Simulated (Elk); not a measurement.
**Fixed-spin-moment curve of Fe**

How stiff is the moment of Fe, and are there other minima?

Program: Elk 11.2.3 (patched build). Level of theory: LDA (Perdew-Wang); all-electron APW+lo, Dirac cores, scalar-relativistic bands. Results are calculated unless marked as measured.

The database entry behind the starting cell differs from later determinations by our own check (an axis about 0.7 % long against later determinations), so it need not match the best structure at ambient conditions.

### 1. The starting structure

The structure is cubic, space group Im-3m (No. 229). Conventional cell: a = 2.886 Å, b = 2.886 Å, c = 2.886 Å, α = 90.00°, β = 90.00°, γ = 90.00°. Nearest to Fe lie 8 Fe at 2.50 Å.

Structure file:

```cif
data_structure
_symmetry_space_group_name_H-M 'P 1'
_symmetry_Int_Tables_number 1
_cell_length_a 2.4993
_cell_length_b 2.4993
_cell_length_c 2.4993
_cell_angle_alpha 109.471
_cell_angle_beta 109.471
_cell_angle_gamma 109.471
_cell_volume 12.02
loop_
_atom_site_label
_atom_site_type_symbol
_atom_site_fract_x
_atom_site_fract_y
_atom_site_fract_z
_atom_site_occupancy
Fe1 Fe 0.00000 0.00000 0.00000 1
```

### 2. The free run

The free run shows where the moment settles by itself and gives the state from which the held runs start.

The last three numbers of an atom's line are a seed field in its sphere. It points against the wanted moment and shrinks by the factor reducebf each loop.

The input, elk.in:

```
tasks
  0

xctype
  3

rgkmax
  7.0

nempty
  14

swidth
  0.002

reducebf
  0.5

epsengy
  1e-05

maxscl
  120

lmaxi
  3

lmaxapw
  10

lmaxo
  8

vkloff
  0.500000 0.500000 0.500000

gmaxvr
  16.0

spinpol
  .true.

sppath
  './'

avec
  -2.72687479783 2.72687479783 2.72687479783
  2.72687479783 -2.72687479783 2.72687479783
  2.72687479783 2.72687479783 -2.72687479783

atoms
  1
  'Fe.in'
  1
  0.0000000000 0.0000000000 0.0000000000   0.000000 0.000000 -0.140000

ngridk
  12 12 12
```

Command:

```console
$ OMP_NUM_THREADS=2 elk
```

Numbers of over 12 decimals in the logs are rounded to 6 here.

The log of the run:

```text
┌─────────────────────────┐
│ Elk code version 11.2.3 │
└─────────────────────────┘

All units are atomic (Hartree, Bohr, etc.)

┌─────────────────────────────────────────────────┐
│ Ground-state run starting from atomic densities │
└─────────────────────────────────────────────────┘

Lattice vectors :
  -2.726874798       2.726874798       2.726874798
   2.726874798      -2.726874798       2.726874798
   2.726874798       2.726874798      -2.726874798

Reciprocal lattice vectors :
  0.2965383148E-16   1.152085404       1.152085404
   1.152085404      0.2965383148E-16   1.152085404
   1.152085404       1.152085404      0.2965383148E-16

Unit cell volume      :    81.10648601
Brillouin zone volume :    3.058327708

Muffin-tin inner radius fraction :   0.1000000000E-01

Nuclei treated as point charges

Species : 1 (Fe)
 parameters loaded from : Fe.in
 name : iron
 nuclear charge    :   -26.00000000
 electronic charge :    26.00000000
 atomic mass :    101799.2075
 muffin-tin radius :    2.336542848
 number of radial points in muffin-tin :    497
 inner part over the whole radius :   0.9819233484E-02
 number on inner part of muffin-tin    :    350
 approximate nuclear radius :   0.7160107270E-04
 number of mesh points to nuclear radius :    167
 atomic positions (lattice), magnetic fields (Cartesian) :
  1 :   0.00000000  0.00000000  0.00000000    0.00000000  0.00000000 -0.14000000

Total number of atoms per unit cell :    1
Total muffin-tin volume :    53.43303687
 ratio of muffin-tin to unit cell volume :   0.6588010343

Spin treatment :
 spin-polarised
 global magnetic field (Cartesian) :    0.000000000       0.000000000       0.000000000
 collinear magnetisation in z-direction

Number of Bravais lattice symmetries :   48
Number of crystal symmetries         :   48
Crystal has inversion symmetry
Real symmetric eigensolver will be used

k-point grid :     12    12    12
k-point offset :   0.5000000000      0.5000000000      0.5000000000
k-point set is reduced with full crystal symmetry group
Total number of k-points :       68

Muffin-tin radius times maximum |G+k| :    7.000000000
 using average radius
Maximum |G+k| for APW functions       :    2.995879150
Maximum (1/2)|G+k|²                   :    4.487645939
Maximum |G| for potential and density :    16.00000000
Constant for pseudocharge density :    9
 order of it for each species :   16
 order of it for pair densities of each species (exact exchange by exxq0 0: 18) :   10
Radial integration step length :    1

G-vector grid sizes :     25    25    25
Number of G-vectors :     5481

Maximum angular momentum used for
 APW functions            :   10
 outer part of muffin-tin :    8
 inner part of muffin-tin :    3

Total nuclear charge    :   -26.00000000
Total core charge       :    10.00000000
Total valence charge    :    16.00000000
Total excess charge     :    0.000000000
Total electronic charge :    26.00000000

Effective Wigner radius, rₛ :   0.9064236105

Number of empty states         :     14
Total number of valence states :     46
Total number of core states    :     10

Third-order local-orbitals added for an l without core states : T
Total number of local-orbitals :     23

Exchange-correlation functional :      3     0     0
 Perdew-Wang/Ceperley-Alder, Phys. Rev. B 45, 13244 (1992)
 gradient requirement :    0
 local density approximation (LDA)

Smearing type :    3
 Fermi-Dirac
Smearing width :   0.2000000000E-02
Effective electronic temperature (K) :    631.5500496

Mixing type :    3
 Broyden mixing, J. Phys. A: Math. Gen. 17, L317 (1984)

Kohn-Sham potential initialised from atomic data

┌──────────────────────────────┐
│ Self-consistent loop started │
└──────────────────────────────┘

┌─────────────────┐
│ Loop number : 1 │
└─────────────────┘

Energies :
 Fermi                       :     0.185407
 sum of occupied eigenvalues :     -737.52719382759
 electron kinetic            :      1285.3107487544
 core electron kinetic       :      1146.0601165443
 Coulomb                     :     -2502.4549962574
 Coulomb potential           :     -1952.0637971410
 nuclear-nuclear             :     -225.54407465241
 electron-nuclear            :     -2610.7501236604
 Hartree                     :      333.83920205545
 Madelung                    :     -1526.4230976869
 xc potential                :     -70.648941768205
 xc effective B-field        :    -0.114723
 external B-field            :      0.000000
 exchange                    :     -51.316790676052
 correlation                 :     -2.218108
 electron entropic           :    -0.43646865173630E-03
 total energy                :     -1270.6795825618
 (external B-field energy excluded from total)

Density of states at Fermi energy :    32.71447529
 (states/Hartree/unit cell)

Estimated indirect band gap :   0.5185132688E-03
 from k-point 58 to k-point 12
Estimated direct band gap   :   0.4205823504E-02
 at k-point 12

Charges :
 core                        :    10.00000000
 valence                     :    16.00000000
 interstitial                :    1.077963800
 muffin-tins (core leakage)
  species : 1 (Fe)
   atom 1                    :    24.92203620     ( -0.3589114613E-05)
 total in muffin-tins        :    24.92203620
 total calculated charge     :    25.99994259
 total charge                :    26.00000000
 error                       :   0.5740818454E-04

Moments :
 interstitial                :  -0.2843629054E-01
 muffin-tins
  species : 1 (Fe)
   atom 1                    :    2.437415721
 total in muffin-tins        :    2.437415721
 total moment                :    2.408979430

┌─────────────────┐
│ Loop number : 2 │
└─────────────────┘

Energies :
 Fermi                       :     0.185833
 sum of occupied eigenvalues :     -737.52701214358
 electron kinetic            :      1285.0615540591
 core electron kinetic       :      1145.9329219616
 Coulomb                     :     -2502.5066243428
 Coulomb potential           :     -1952.0420261398
 nuclear-nuclear             :     -225.54407465241
 electron-nuclear            :     -2610.8755237909
 Hartree                     :      333.91297410047
 Madelung                    :     -1526.4856112729
 xc potential                :     -70.424672799579
 xc effective B-field        :    -0.114821
 external B-field            :      0.000000
 exchange                    :     -51.321394212668
 correlation                 :     -2.218236
 electron entropic           :    -0.43654566352358E-03
 total energy                :     -1270.9851367142
 (external B-field energy excluded from total)

Density of states at Fermi energy :    32.72915497
 (states/Hartree/unit cell)

Estimated indirect band gap :   0.4781829194E-03
 from k-point 58 to k-point 12
Estimated direct band gap   :   0.4206559436E-02
 at k-point 12

Charges :
 core                        :    10.00000000
 valence                     :    16.00000000
 interstitial                :    1.076226625
 muffin-tins (core leakage)
  species : 1 (Fe)
   atom 1                    :    24.92377337     ( -0.3589114684E-05)
 total in muffin-tins        :    24.92377337
 total calculated charge     :    25.99994269
 total charge                :    26.00000000
 error                       :   0.5730668381E-04

Moments :
 interstitial                :  -0.2855410553E-01
 muffin-tins
  species : 1 (Fe)
   atom 1                    :    2.438307942
 total in muffin-tins        :    2.438307942
 total moment                :    2.409753837

RMS change in Kohn-Sham potential (target) :   0.4859567516     (  0.1000000000E-05)
Absolute change in total energy (target)   :   0.3055541523     (  0.1000000000E-04)

[... loops 3 to 16 left out ...]

┌──────────────────┐
│ Loop number : 17 │
└──────────────────┘

Energies :
 Fermi                       :     0.279022
 sum of occupied eigenvalues :     -735.60444002176
 electron kinetic            :      1287.0348932611
 core electron kinetic       :      1146.2834202744
 Coulomb                     :     -2503.9557693971
 Coulomb potential           :     -1951.6206792286
 nuclear-nuclear             :     -225.54407465241
 electron-nuclear            :     -2614.2069646451
 Hartree                     :      335.79526990045
 Madelung                    :     -1528.1454297828
 xc potential                :     -70.920975438415
 xc effective B-field        :    -0.97678605117075E-01
 external B-field            :      0.000000
 exchange                    :     -51.429042435237
 correlation                 :     -2.222951
 electron entropic           :    -0.41019199992539E-03
 total energy                :     -1270.5732799484
 (external B-field energy excluded from total)

Density of states at Fermi energy :    32.10552330
 (states/Hartree/unit cell)

Estimated indirect band gap :   0.4561458851E-03
 from k-point 27 to k-point 9
Estimated direct band gap   :   0.2720617992E-02
 at k-point 68

Charges :
 core                        :    10.00000000
 valence                     :    16.00000000
 interstitial                :    1.032023085
 muffin-tins (core leakage)
  species : 1 (Fe)
   atom 1                    :    24.96797692     ( -0.3589114918E-05)
 total in muffin-tins        :    24.96797692
 total calculated charge     :    25.99995270
 total charge                :    26.00000000
 error                       :   0.4729528071E-04

Moments :
 interstitial                :  -0.3353339097E-01
 muffin-tins
  species : 1 (Fe)
   atom 1                    :    2.229388599
 total in muffin-tins        :    2.229388599
 total moment                :    2.195855208

RMS change in Kohn-Sham potential (target) :   0.9826170354E-07 (  0.1000000000E-05)
Absolute change in total energy (target)   :   0.7594796898E-06 (  0.1000000000E-04)

Convergence targets achieved

┌──────────────────┐
│ Loop number : 18 │
└──────────────────┘

Energies :
 Fermi                       :     0.279022
 sum of occupied eigenvalues :     -735.60443886381
 electron kinetic            :      1287.0348938148
 core electron kinetic       :      1146.2834206920
 Coulomb                     :     -2503.9557693046
 Coulomb potential           :     -1951.6206790431
 nuclear-nuclear             :     -225.54407465241
 electron-nuclear            :     -2614.2069645886
 Hartree                     :      335.79526993646
 Madelung                    :     -1528.1454297830
 xc potential                :     -70.920974688792
 xc effective B-field        :    -0.97678861274803E-01
 external B-field            :      0.000000
 exchange                    :     -51.429042583915
 correlation                 :     -2.222951
 electron entropic           :    -0.41019316577931E-03
 total energy                :     -1270.5732794330
 (external B-field energy excluded from total)

Density of states at Fermi energy :    32.10559561
 (states/Hartree/unit cell)

Estimated indirect band gap :   0.4561603759E-03
 from k-point 27 to k-point 9
Estimated direct band gap   :   0.2720614577E-02
 at k-point 68

Charges :
 core                        :    10.00000000
 valence                     :    16.00000000
 interstitial                :    1.032023112
 muffin-tins (core leakage)
  species : 1 (Fe)
   atom 1                    :    24.96797689     ( -0.3589114874E-05)
 total in muffin-tins        :    24.96797689
 total calculated charge     :    25.99995270
 total charge                :    26.00000000
 error                       :   0.4729533758E-04

Moments :
 interstitial                :  -0.3353385314E-01
 muffin-tins
  species : 1 (Fe)
   atom 1                    :    2.229391203
 total in muffin-tins        :    2.229391203
 total moment                :    2.195857350

┌──────────────────────────────┐
│ Self-consistent loop stopped │
└──────────────────────────────┘

Wrote STATE.OUT
```

Wall time 28 s (2 threads of Arm Neoverse V2, shared host); peak memory 0.08 GiB; 54 s of CPU time.

Numbers from this step:

* density of states at the Fermi level: 1.180 states/eV/cell
* moment between the spheres: -0.03353 μB
* magnetization: 2.196 μB
* final state: ferromagnetic
* largest moment: 2.229 μB

After 18 cycles the largest moment stands at 2.23 μB.

[end of part 1 of 2]

[Logs and program files are shortened in this print: banners, set-up blocks, solver, clock and traceback lines can be left out without a mark of their own.]

[Logs are printed without paths, hosts, clocks, repeated set-up lines and the standing remarks that a program may print on its own settings, such as how far it seeks lower states.]

[Hosts, paths, dates, database ids (printed as entryN), source tags and the programs' standing remarks are cut or masked in the printed files.]

[Where a cell is said to come from a database of computed structures, the database is the Materials Project.]
